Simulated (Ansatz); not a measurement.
# Li (Im-3m, 1 atom in the cell): from the cell to its phonons, part 2 of 2

The cell of Li (Im-3m, 1 atom in the cell) is at rest. What are its phonons?

Ansatz 0.2.0; DFT PBE, scalar-relativistic, plane waves, PAW.

So far, highest frequency on the path or at a solved wavevector (cm⁻¹): step 2 (the dispersion) 331.

## Step 3: The same by displaced supercells

Finite displacements in a 2×2×2 supercell give force constants from forces alone. They are exact at the wavevectors that the supercell holds, where they check the linear-response result.

input.yaml reads:

```yaml
crystal:
  lattice:
    - [-1.7175206876, 1.7175206876, 1.7175206876]
    - [1.7175206876, -1.7175206876, 1.7175206876]
    - [1.7175206876, 1.7175206876, -1.7175206876]
  atoms:
    - { symbol: Li, position: [0.0, 0.0, 0.0] }
kpoints:
  mp_grid: { grid: [16, 16, 16] }
hamiltonian:
  xc: pbe
scf:
  occupations: { method: methfessel_paxton, width: 0.15 }
output:
  eigenvalues: true
phonons:
  method: fd
  supercell: [2, 2, 2]
  temperatures: { t_max: 1000, t_step: 50 }
  qpath:
    path:
      - [[0.0, 0.0, 0.0], [0.5, -0.5, 0.5], [0.0, 0.0, 0.5], [0.0, 0.0, 0.0], [0.25, 0.25, 0.25], [0.5, -0.5, 0.5]]
      - [[0.25, 0.25, 0.25], [0.0, 0.0, 0.5]]
    npoints: 10
```

The run is started by

```
ansatz run input.yaml --threads 4 --pin off --max-ram 7168MiB --backend cpu --events-out ev --progress --plain --runs-dir out
```

Numbers of over 12 decimals in the logs are rounded to 6 here.

What it wrote:

```text
[...]
Crystal: 8 atoms, lattice volume = 162.127 Å³
Basis set: ecut = 420 eV, 3103 PW (Γ), exchange–correlation on 80×80×80 points (8 copies of the dense FFT grid, shifted against one another)
Bands: 18, of which v1, the nominal top of the filled ones, is band 12 counted from 1 (11 counted from 0)
Symmetry: 384 space group operations
k-points: 29 of 512
[...]
SCF iter   1: F=—  HF=-1637.495035 eV  |F-HF|=—  |Δ(HF+E_count)|=         —  Δρ=1.33e-8  dr2=1.53e-13  ethr=2.60e-12  ⟨swp⟩=4.1  Hψ=2011  notcnv=0
[...]
SCF iter   2: F=-1637.495035 eV  HF=-1637.495035 eV  |F-HF|=4.55e-13  |Δ(HF+E_count)|=    0.00e0  S|Δr|=    0.00e0  Δρ=7.25e-9  dr2=5.05e-14  ethr=1.00e-12  ⟨swp⟩=2.0  Hψ=988  notcnv=0
SCF 1 converged in 2 iterations: F = -1637.495035 eV  dr2 = 5.05e-14
[...]
Symmetry: 8 space group operations
k-points: 59 of 512 (time reversal used)
iter 1 solved again at ethr=1.84e-8 eV; its pass at ethr=3.10e-3 eV (dr2=4.41e-6 eV) is discarded
[...]
SCF iter   6: F=-1637.495031 eV  HF=-1637.495031 eV  |F-HF|=0.00e0  |Δ(HF+E_count)|=  1.36e-12  S|Δr|=    0.00e0  Δρ=1.85e-8  dr2=8.36e-13  ethr=1.00e-12  ⟨swp⟩=4.0  Hψ=3144  notcnv=0
SCF 2 converged in 6 iterations: F = -1637.495031 eV  dr2 = 8.36e-13
[...]
SCF converged after 2 iterations
[...]
Free energy (F): -1637.495035 eV
[...]
Internal energy: -1637.489045 eV  (E = F + TS)
E sigma→0 (E₀):  -1637.493537 eV
Entropy (-TS):   -0.005990 eV (-0.749 meV/atom)
Fermi energy:    1.012334 eV
[...]
--- Band table (eV; the first three rows and the last of 29) ---
  k-point 0: bands = [... 8 lower, -2.5504, 1.2702, 1.2702, 1.2702, 1.2702, 1.2702, 1.2702, 4.2671, ... 2 higher]
  k-point 1: bands = [... 8 lower, -2.4763, 0.8517, 1.2219, 1.2219, 1.2219, 1.2219, 1.3676, 4.3004, ... 2 higher]
  k-point 2: bands = [... 8 lower, -2.2538, 0.0650, 1.1174, 1.1174, 1.1174, 1.1174, 1.6595, 4.4049, ... 2 higher]
  k-point 28: bands = [... 8 lower, -0.1310, -0.1310, -0.1310, -0.1310, -0.1310, -0.1310, 4.4079, 4.4079, ... 2 higher]
--- Phonons: 1 displaced member + reference (amplitude 0.0025 Å, Σ member SCF iterations 6) ---
  symmetry images taken by strict's conditions (phonons.symmetry_images: auto; settled by no image being taken that strict refuses)
  ASR residual: 2.839e-6 → 0.000e0 eV/Å²; symmetrization residual: 1.110e-15 eV/Å²
  largest component of a force at the reference: 2.8e-30 eV/Å
  ASR residual per site (eV/Å²): 2.84e-6
  Γ frequencies (cm⁻¹): 0.00 0.00 0.00
[...]
zero-point energy: 0.037695 eV/cell   skipped modes (ω ≤ 0): 3   left out of the sums: 5.69e-5 of the cell's modes: C_V's classical limit lies that fraction below 3 k_B per atom; for a crystal, a wire or a layer, F and S can be off by more, and a phonons.interpolated_qmesh denser along its periods is the remedy for the sampling
```

Run time: 3.7 s. Hardware: 4 threads of Arm Neoverse V2, shared host; peak memory 0.49 GiB; 14 s of CPU time.

This step gave:

| Item | Value |
| --- | --- |
| atoms in the supercell | 8 |
| sum-rule residual before enforcement | 2.84e-6 eV/Å² |
| lowest frequency on the path | 0 cm⁻¹ |

Interpolated from a 2×2×2 supercell, rough between the solved points. Phonon branches along the path, in cm⁻¹:

| point | branch 1 | branch 2 | branch 3 |
| --- | --- | --- | --- |
| Γ | 0 | 0 | 0 |
| halfway | 210 | 210 | 249 |
| H | 331 | 331 | 331 |
| halfway | 236 | 268 | 324 |
| N | 40 | 184 | 318 |
| halfway | 28 | 130 | 225 |
| Γ | 0 | 0 | 0 |
| halfway | 104 | 104 | 252 |
| P | 202 | 202 | 202 |
| halfway | 179 | 291 | 291 |
| H | 331 | 331 | 331 |
| jump to P | 202 | 202 | 202 |
| halfway | 105 | 193 | 285 |
| N | 40 | 184 | 318 |

The phonon branches as a text plot (rows in cm⁻¹):

```
    324 |         ************                          ***
    310 |         *   **      *                       **       **
    296 |        *     *       *                     *  *     *
    283 |       **      *       *
    269 |               **                  **      *  *     *
    255 |     ***                          *  *    *        *
    241 |                **                    *  *
    227 |                        *        *      *    *    *
    214 |    ***
    200 |                 **                    *          ***
    186 |                   ***   *            *           *  ***
    172 |    *                 *         *           *
    159 |   *                   *             *  *
    145 |                          *         *              *
    131 |   *                    *          *     * *
    117 |  *                            *          *         *
    103 |                  *      * *      *
     90 |                          *      *                   *
     76 |  *
     62 | *                 *       *  * *                     *
     48 |                            *  *                       *
     34 | *                  *****   *
     21 |                         **   *
      7 |*                          ***
         Γ           H       N        Γ         P        H|P    N
```

Tetrahedra on a 26×26×26 mesh, mean over bins of 5 cm-1. Interpolated from a 2×2×2 supercell, rough between the solved points. The phonon density of states by wavenumber; read off at these points:

wavenumber (cm⁻¹), phonon density of states (1/cm⁻¹/cell) and a bar:
```
        2     0.0000 
       12     0.0001 
       28     0.0010 ##
       38     0.0023 ####
       48     0.0045 ########
       58     0.0054 #########
       72     0.0067 ############
       82     0.0077 #############
       92     0.0089 ################
      102     0.0101 ##################
      112     0.0114 ####################
      118     0.0098 #################
      128     0.0085 ###############
      138     0.0081 ##############
      152     0.0083 ###############
      162     0.0089 ################
      172     0.0100 #################
      182     0.0131 #######################
      188     0.0143 #########################
      198     0.0126 ######################
      208     0.0106 ###################
      218     0.0097 #################
      232     0.0091 ################
      242     0.0092 ################
      252     0.0096 #################
      262     0.0108 ###################
      278     0.0156 ###########################
      288     0.0159 ############################
      298     0.0164 #############################
      308     0.0168 #############################
      312     0.0171 ##############################
      322     0.0094 ################
      332     0.0002
```

On this path the spectrum ends at 331 cm⁻¹ (at H). No branch goes imaginary on this path.

## Step 4: Summary of results

```json
{
 "space group (within 0.01 Å)": "Im-3m",
 "volume per atom": "20.3 Å³",
 "electronic character": "no gap on this mesh",
 "lowest mode on the q mesh (acoustic modes at Γ apart)": "33.0 cm⁻¹",
 "highest frequency on the path or at a solved wavevector": "331 cm⁻¹",
 "imaginary modes on the 4×4×4 q mesh": "none"
}
```

**Reading.** No mode is imaginary at the 8 irreducible wavevectors solved, but between them the interpolated path dips to 14.7i cm⁻¹, so stability is not settled. The interpolated path dips to 15i cm⁻¹ between the solved wavevectors, which may come from the interpolation; a denser q mesh would tell. With no gap, or one that is small against the smearing, the frequencies hang on the k mesh and the smearing, most of all near Kohn anomalies. These are harmonic frequencies at zero temperature: anharmonic shifts, linewidths and thermal expansion are left out.

[Logs are printed without paths, hosts, clocks, repeated set-up lines and the standing remarks that a program may print on its own settings, such as how far it seeks lower states.]

[Hosts, paths, dates, database ids (printed as entryN), source tags and the programs' standing remarks are cut or masked in the printed files.]
